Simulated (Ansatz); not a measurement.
## LiZrAgN2 (built on the sites of a database entry of Li2ZrN2): the cell at rest

Aim: bring LiZrAgN2 (built on the sites of a database entry of Li2ZrN2) to small forces and stress, as phonons need.

Calculated with Ansatz 0.2.0; DFT PBE+D3(BJ), scalar-relativistic, plane waves, PAW.

The structure was built from a prototype and need not be the compound's stable phase.

## (1) The starting structure

It takes space group P3m1 (No. 156, trigonal). The conventional cell has a = 3.357 Å, b = 3.357 Å, c = 5.564 Å, α = 90.00°, β = 90.00°, γ = 120.00°. Nearest to Li lie 4 N at 2.13 to 2.19 Å and 3 Ag at 2.33 Å. Ag has 4 N at 2.13 to 2.19 Å and 3 Li at 2.33 Å nearest. Nearest to Zr lie 6 N at 2.30 Å. Nearest to N lie 3 Ag at 2.13 Å and 1 Li at 2.19 Å and 3 Zr at 2.30 Å. N has 3 Li at 2.13 Å and 1 Ag at 2.19 Å and 3 Zr at 2.30 Å nearest. Farther neighbours and most contacts between anions are not listed.

Coordinates:

```
Li Ag Zr N
1.0
     3.35669    0.00000    0.00000
    -1.67834    2.90698    0.00000
     0.00000    0.00000    5.56373
Li Ag Zr N
1 1 1 2
Direct
  0.66667 0.33333 0.38357
  0.33333 0.66667 0.61643
  0.00000 0.00000 0.00000
  0.66667 0.33333 0.77690
  0.33333 0.66667 0.22310
```

## (2) A coarse first look

First a cheap look: the gap decides the mesh and the occupations, the pressure tells how far the cell has to move.

File input.yaml:

```yaml
crystal:
  lattice:
    - [3.35669, 0.0, 0.0]
    - [-1.67834, 2.90698, 0.0]
    - [0.0, 0.0, 5.56373]
  atoms:
    - { symbol: Li, position: [0.66666667, 0.33333333, 0.38357328] }
    - { symbol: Ag, position: [0.33333333, 0.66666667, 0.61642672] }
    - { symbol: Zr, position: [0.0, 0.0, 0.0] }
    - { symbol: "N", position: [0.66666667, 0.33333333, 0.77689523] }
    - { symbol: "N", position: [0.33333333, 0.66666667, 0.22310477] }
kpoints:
  mp_grid: { grid: [6, 6, 4] }
hamiltonian:
  xc: pbe
  dispersion: d3bj
scf:
  occupations: { method: gaussian, width: 0.1 }
output:
  forces: true
  stress: true
  eigenvalues: true
```

Started as:

```bash
> ansatz run input.yaml --threads 8 --pin off --max-ram 14336MiB --backend cpu --events-out ev --progress --plain --runs-dir out
```

Numbers of over 12 decimals in the logs are rounded to 6 here.

The log of the run:

```text
Engine: ansatz 0.2.0, aarch64-unknown-linux-gnu
Pseudopotentials: kind: paw
Pseudopotential: Li, paw, valence charge 3, recommended cutoff 420 eV (normal), Li.paw.azcp
Pseudopotential: Ag, paw, valence charge 19, recommended cutoff 420 eV (normal), Ag.paw.azcp
Pseudopotential: Zr, paw, valence charge 12, recommended cutoff 420 eV (normal), Zr.paw.azcp
[...]
--- Band table (eV; the first three rows and the last of 24) ---
  k-point 0: bands = [... 18 lower, 12.0110, 14.5231, 15.1298, 15.1298, 16.4617, 16.9380, 16.9380, 17.0903]
  k-point 1: bands = [... 18 lower, 12.2358, 13.7165, 14.8495, 14.8495, 16.9072, 16.9072, 16.9392, 17.7783]
  k-point 2: bands = [... 18 lower, 12.5156, 12.9972, 14.5006, 14.5006, 16.9105, 16.9105, 17.1648, 18.8326]
  k-point 23: bands = [... 18 lower, 11.6558, 13.0864, 13.1148, 13.2371, 17.3903, 17.6656, 18.2154, 20.6503]
[key lines of the parts left out:]
SCF converged after 6 iterations
Free energy (F): -12751.134611 eV
Fermi energy:    15.648616 eV
P = ⅓ Tr σ = 10.8133 GPa (108.133 kbar)
```

Elapsed: 1 s, on 8 threads of Arm Neoverse V2, shared host; peak memory 0.38 GiB.

A gap read on the k-mesh alone can miss the band edges.

Numbers from this step:

- pressure: 10.81 GPa
- gap on the k-mesh: 1.042 eV
- volume per atom: 10.86 Å³
- direct gap on mesh: 1.332 eV

The coarse mesh shows a gap of 1.04 eV and a pressure of 10.8 GPa.

## (3) Coarse relaxation

The start is far from rest, so a relaxation with loose tolerances brings it close first.

input.yaml: that of step 2 with these lines changed.

```diff
@@ -12,3 +12,3 @@
 kpoints:
-  mp_grid: { grid: [6, 6, 4] }
+  mp_grid: { grid: [9, 9, 4] }
 hamiltonian:
@@ -22 +22,6 @@
   eigenvalues: true
+relax:
+  adjacent_minimum: "off"
+  f_tol: 0.05
+  max_steps: 80
+  cell: { stress_tol: 0.5 }
```

The log of the run:

```text
[...]
Crystal: 5 atoms, lattice volume = 54.290 Å³
Basis set: ecut = 420 eV, 1099 PW (Γ), exchange–correlation on 48×48×80 points (8 copies of the dense FFT grid, shifted against one another)
Bands: 27, of which v1, the nominal top of the filled ones, is band 22 counted from 1 (21 counted from 0)
Symmetry: 6 space group operations
[...]
k-points: 43 of 324 (time reversal used)
[...]
cell:  # Å, volume = 58.7572 Å³
    - [3.304101, -2.8415238534731643e-6, 0]
    - [-1.652048, 2.861436, 0]
    - [0, 0, 6.214753]
  atoms:
    - { symbol: Li, position: [0.666667, 0.333333, 0.331524] }
    - { symbol: Ag, position: [0.333333, 0.666667, 0.596347] }
    - { symbol: Zr, position: [0, 0, 0.00780975] }
    - { symbol: N, position: [0.666667, 0.333333, 0.846007] }
    - { symbol: N, position: [0.333333, 0.666667, 0.218312] }
[key lines of the parts left out:]
SCF converged after 7 iterations
Free energy (F): -12752.164679 eV
Fermi energy:    13.180940 eV
P = ⅓ Tr σ = -0.0522 GPa (-0.522 kbar)
```

The job ended after 10 s (8 threads; peak memory 0.45 GiB).

Step by step:

```csv
step,energy less that of the first step (eV),largest force component (eV/Å),pressure (GPa),volume (Å³)
1,0.0000,3.0063,10.82,54.29
2,-0.4234,1.2075,4.84,55.94
3,-0.7139,0.7965,-0.09,57.72
4,-0.9374,0.8333,2.52,57.67
5,-0.9817,0.6036,-2.35,59.36
6,-0.9971,0.2001,-0.32,58.71
7,-0.9994,0.0445,0.35,58.35
8*,-1.0233,0.0466,0.82,58.35
9,-1.0246,0.0233,-0.05,58.76
10*,-1.0255,0.0235,-0.05,58.76
```

Relaxation steps marked * repeat the geometry before them on a plane-wave basis chosen anew for their cell, so energy and pressure can jump there.

Forces are held to the 6 operations that the run works with; a distortion that breaks them can't arise in this run.

```csv
"conventional cell, symmetrised",before,after,change
a (Å),3.357,3.304,-1.6 %
b (Å),3.357,3.304,-1.6 %
c (Å),5.564,6.215,+11.7 %
volume (Å³/atom),10.86,11.75,+8.2 %
```

The atoms that moved most (Å, as changes of fractional coordinates times the final cell):

```csv
atom,dx,dy,dz,length
N4,0.000,0.000,0.430,0.430
Li1,0.000,0.000,-0.323,0.323
Ag2,0.000,0.000,-0.125,0.125
Zr3,0.000,0.000,0.049,0.049
N5,0.000,0.000,-0.030,0.030
```

Final coordinates:

```xyz
5
Lattice="3.3041 0.0000 0.0000 -1.6520 2.8614 0.0000 0.0000 0.0000 6.2148" Properties=species:S:1:pos:R:3 pbc="T T T"
Li    1.6521    0.9538    2.0603
Ag    0.0000    1.9076    3.7061
Zr    0.0000    0.0000    0.0485
N     1.6521    0.9538    5.2577
N     0.0000    1.9076    1.3568
```

Numbers from this step:

* pressure: -0.05219 GPa
* volume per atom: 11.75 Å³
* gap on the k-mesh: 0.7525 eV
* direct gap on mesh: 0.7525 eV

In this step the volume went from 10.86 to 11.75 Å³/atom.

## (4) Relaxation

The cell and atoms are relaxed, since residual forces and stress would shift the frequencies.

File input.yaml:

```yaml
crystal:
  lattice:
    - [3.3041005298, -2.8415e-06, 0.0]
    - [-1.652047804, 2.8614364162, 0.0]
    - [0.0, 0.0, 6.2147529402]
  atoms:
    - { symbol: Li, position: [0.6666666667, 0.3333333333, 0.3315244791] }
    - { symbol: Ag, position: [0.3333333333, 0.6666666667, 0.5963465569] }
    - { symbol: Zr, position: [0.0, 0.0, 0.0078097518] }
    - { symbol: "N", position: [0.6666666667, 0.3333333333, 0.846007396] }
    - { symbol: "N", position: [0.3333333333, 0.6666666667, 0.2183118162] }
kpoints:
  mp_grid: { grid: [9, 9, 4] }
hamiltonian:
  xc: pbe
  dispersion: d3bj
scf:
  occupations: { method: gaussian, width: 0.02 }
output:
  forces: true
  stress: true
  eigenvalues: true
  write_density: true
  write_potential: true
  elf: true
  volumetric_format: npy
relax:
  adjacent_minimum: "off"
  f_tol: 0.005
  max_steps: 80
  cell: { stress_tol: 0.05 }
```

The log of the run:

```text
[...]
Crystal: 5 atoms, lattice volume = 58.757 Å³
Basis set: ecut = 420 eV, 1161 PW (Γ), exchange–correlation on 48×48×90 points (8 copies of the dense FFT grid, shifted against one another)
Bands: 27, of which v1, the nominal top of the filled ones, is band 22 counted from 1 (21 counted from 0)
Symmetry: 6 space group operations
[...]
k-points: 43 of 324 (time reversal used)
[...]
SCF iter   1: F=—  HF=-12752.168128 eV  |F-HF|=—  |Δ(HF+E_count)|=         —  Δρ=4.10e-3  dr2=2.08e-2  ethr=1.77e-3  ⟨swp⟩=5.7  Hψ=4224  notcnv=0
[...]
SCF iter   6: F=-12752.164679 eV  HF=-12752.164679 eV  |F-HF|=5.99e-9  |Δ(HF+E_count)|=   3.99e-7  Δρ=1.38e-5  dr2=8.74e-8  ethr=2.27e-10  ⟨swp⟩=10.0  Hψ=7845  notcnv=0
SCF 1 converged in 6 iterations: F = -12752.164679 eV  dr2 = 8.74e-8
[...]
relax step   1: F+E_penalty+E_count = -12752.16467877 eV  Δ(F+E_penalty+E_count) = +0.000e0 eV  max|allowed force component| = 2.358e-2 eV/Å  Δτ_max = 0.0000 Å  P = -0.052 GPa  Ω = 58.757 Å³  (6 SCF iters, dr2 threshold 1.00e-7 eV, accepted)
Crystal: 5 atoms, lattice volume = 58.741 Å³
[...]
SCF iter   6: F=-12752.164753 eV  HF=-12752.164753 eV  |F-HF|=1.46e-11  |Δ(HF+E_count)|=  6.55e-11  Δρ=4.18e-7  dr2=9.89e-11  ethr=3.97e-12  ⟨swp⟩=4.6  Hψ=5762  notcnv=0
SCF 2 converged in 6 iterations: F = -12752.164753 eV  dr2 = 9.89e-11
relax step   2: F+E_penalty+E_count = -12752.16475320 eV  Δ(F+E_penalty+E_count) = -7.443e-5 eV  max|allowed force component| = 1.044e-2 eV/Å  Δτ_max = 0.0014 Å  P = +0.010 GPa  Ω = 58.741 Å³  energy of the carried Pulay correction = +3.406e-5 eV  (6 SCF iters, dr2 threshold 3.47e-8 eV, accepted)
Crystal: 5 atoms, lattice volume = 58.755 Å³
[...]
SCF iter   6: F=-12752.164731 eV  HF=-12752.164731 eV  |F-HF|=1.46e-11  |Δ(HF+E_count)|=  2.46e-10  Δρ=3.61e-7  dr2=6.36e-11  ethr=2.88e-12  ⟨swp⟩=4.3  Hψ=5962  notcnv=0
SCF 3 converged in 6 iterations: F = -12752.164731 eV  dr2 = 6.36e-11
relax step   3: F+E_penalty+E_count = -12752.16473146 eV  Δ(F+E_penalty+E_count) = +2.174e-5 eV  max|allowed force component| = 5.444e-3 eV/Å  Δτ_max = 0.0021 Å  P = -0.002 GPa  Ω = 58.755 Å³  energy of the carried Pulay correction = +4.923e-6 eV  (6 SCF iters, dr2 threshold 6.81e-9 eV, accepted)
[...]
relax step   4: F+E_penalty+E_count = -12752.16474189 eV  Δ(F+E_penalty+E_count) = -1.043e-5 eV  max|allowed force component| = 1.843e-3 eV/Å  Δτ_max = 0.0006 Å  P = +0.001 GPa  Ω = 58.752 Å³  energy of the carried Pulay correction = +1.110e-5 eV  (6 SCF iters, accepted)
[...]
SCF iter   8: F=-12752.164698 eV  HF=-12752.164698 eV  |F-HF|=7.28e-12  |Δ(HF+E_count)|=  7.28e-12  Δρ=1.40e-9  dr2=3.33e-16  ethr=1.00e-12  ⟨swp⟩=2.0  Hψ=2983  notcnv=0
SCF 5 converged in 8 iterations: F = -12752.164698 eV  dr2 = 3.33e-16
relax step   5: F+E_penalty+E_count = -12752.16469819 eV  Δ(F+E_penalty+E_count) = +4.370e-5 eV  max|allowed force component| = 1.835e-3 eV/Å  Δτ_max = 0.0000 Å  P = +0.001 GPa  Ω = 58.752 Å³  stress off target by 5.15e-3 GPa  SCF on the basis re-selected at this cell (its energy is not comparable with the rows above)  (8 SCF iters)
basis re-selected at this cell: Δ(F+E_penalty+E_count) = +4.370e-5 eV, ΔP = -0.000 GPa vs the last step (what re-selecting the basis moved, of the pressure what is left beyond the Pulay correction that the steps carried, after the strain that the cell walked since its last selection, with what the two solves' SCF thresholds leave and, on support functions, any second-order correction that the steps lacked; it is no m [...]
SCF converged after 8 iterations
Free energy (F): -12752.164698 eV
[...]
Internal energy: -12752.164698 eV  (E = F + TS)
E sigma→0 (E₀):  -12752.164698 eV
Fermi energy:    13.174639 eV
[...]
--- Forces (eV/Å), atoms counted from 1 ---
  atom   1  Li    -0.00000000    -0.00000000     0.00052892
  atom   2  Ag    -0.00000000     0.00000000    -0.00031171
  atom   3  Zr    -0.00000000     0.00000000    -0.00109534
  atom   4  N      0.00000000     0.00000000     0.00183508
  atom   5  N     -0.00000000     0.00000000    -0.00095692
  max |Σ_I F_I| component: 2.03e-8 eV/Å
--- Stress (GPa, compression-positive) ---
        0.004244       0.000000      -0.000000
        0.000000       0.004244      -0.000000
       -0.000000      -0.000000      -0.005146
  P = ⅓ Tr σ = 0.0011 GPa (0.011 kbar)
--- Band table (eV; the first three rows and the last of 43) ---
  k-point 0: bands = [... 18 lower, 9.8865, 11.6546, 12.8011, 12.8011, 13.5479, 15.5887, 15.5887, 16.6404, ... 1 higher]
  k-point 1: bands = [... 18 lower, 10.0928, 10.6850, 12.6467, 12.6467, 14.5852, 15.5935, 15.5935, 16.7355, ... 1 higher]
  k-point 2: bands = [... 18 lower, 10.2917, 10.2917, 12.4761, 12.4761, 15.4656, 15.6011, 15.6011, 16.9244, ... 1 higher]
  k-point 42: bands = [... 18 lower, 10.6345, 11.3430, 11.3579, 11.9751, 15.7872, 16.3779, 16.9434, 17.9800, ... 1 higher]
--- Relaxed structure (4 steps of the walk, 4 accepted, 1 SCFs on fresh bases) ---
[...]
cell:  # Å, volume = 58.7518 Å³
    - [3.303196, -2.840773627320824e-6, 0]
    - [-1.651596, 2.860653, 0]
    - [1.7410450576684128e-19, 0, 6.217583]
  atoms:
    - { symbol: Li, position: [0.666667, 0.333333, 0.331193] }
    - { symbol: Ag, position: [0.333333, 0.666667, 0.596610] }
    - { symbol: Zr, position: [0, 0, 0.00770062] }
    - { symbol: N, position: [0.666667, 0.333333, 0.846108] }
    - { symbol: N, position: [0.333333, 0.666667, 0.218388] }
```

The job ended after 5.7 s (8 threads; peak memory 0.46 GiB).

Little changed from the start: no atom moved by 0.005 Å and no cell edge by 0.1 %.

This step gave:

* pressure: 0.001114 GPa
* gap on the k-mesh: 0.7468 eV
* direct gap on mesh: 0.7468 eV

Electrostatic potential energy in the ac plane at fractional y = 0.333, with atoms of Li and N within 0.2 Å of it. With pseudopotentials it is smooth inside the atoms' cores, unlike the true potential.

Ten even steps from '_' (-28 eV) to '@' (16 eV), each cell a mean:
```
##****++**####%%%%%%######%%%%%%%%
%%##########%%%%%%++::....--**%%%%
%%%%%%%%%%%%%%%%**..________--##%%
@@@@@@@@@@@@@@@@++__________::##@@
@@@@@@@@@@@@@@@@##::________==%%@@
@@@@@@@@@@@@@@@@@@##==----++%%@@@@
@@@@%%%%%%@@@@@@@@@@@@@@@@@@@@@@@@
@@%%%%##%%%%@@@@@@@@@@@@@@@@@@@@@@
%%##########%%@@@@@@@@@@@@@@@@@@@@
%%##****####%%@@@@@@@@@@@@@@@@@@@@
%%%%######%%%%@@@@@@@@@@@@@@@@@@@@
@@%%%%%%%%%%@@@@@@@@@@@@@@@@@@@@@@
@@@@@@@@@@@@@@@@@@%%%%%%%%%%@@@@@@
@@@@@@@@@@@@@@@@%%##**++++**%%@@@@
@@@@@@@@@@@@@@@@##++--::--==**%%@@
@@@@@@@@@@@@@@@@##==::__..--++##@@
@@@@@@@@@@@@@@@@##++--..::--++%%@@
@@@@@@@@@@@@@@@@%%**++====++##@@@@
@@@@@@@@@@@@@@@@@@@@%%%%%%%%@@@@@@
@@@@@@@@@@@@@@@@@@@@@@@@@@@@@@@@@@
%%%%%%%%%%%%@@@@@@@@@@@@@@@@@@@@@@
%%##########%%%%@@@@@@@@@@@@@@@@%%
##****++**####%%@@@@@@@@@@@@@@%%%%
##**++++++**##%%@@@@@@@@@@@@@@%%%%
```
Columns run along a (3.3 Å; values clipped at the 3rd and 97th percentile), rows up along c (6.2 Å). Atoms in or near the plane, at fractional coordinates: Li at (0.67, 0.33), N at (0.67, 0.85).

(Continued in part 2 of 2.)

[Logs are printed without paths, hosts, clocks, repeated set-up lines and the standing remarks that a program may print on its own settings, such as how far it seeks lower states.]

[Hosts, paths, dates, database ids (printed as entryN), source tags and the programs' standing remarks are cut or masked in the printed files.]
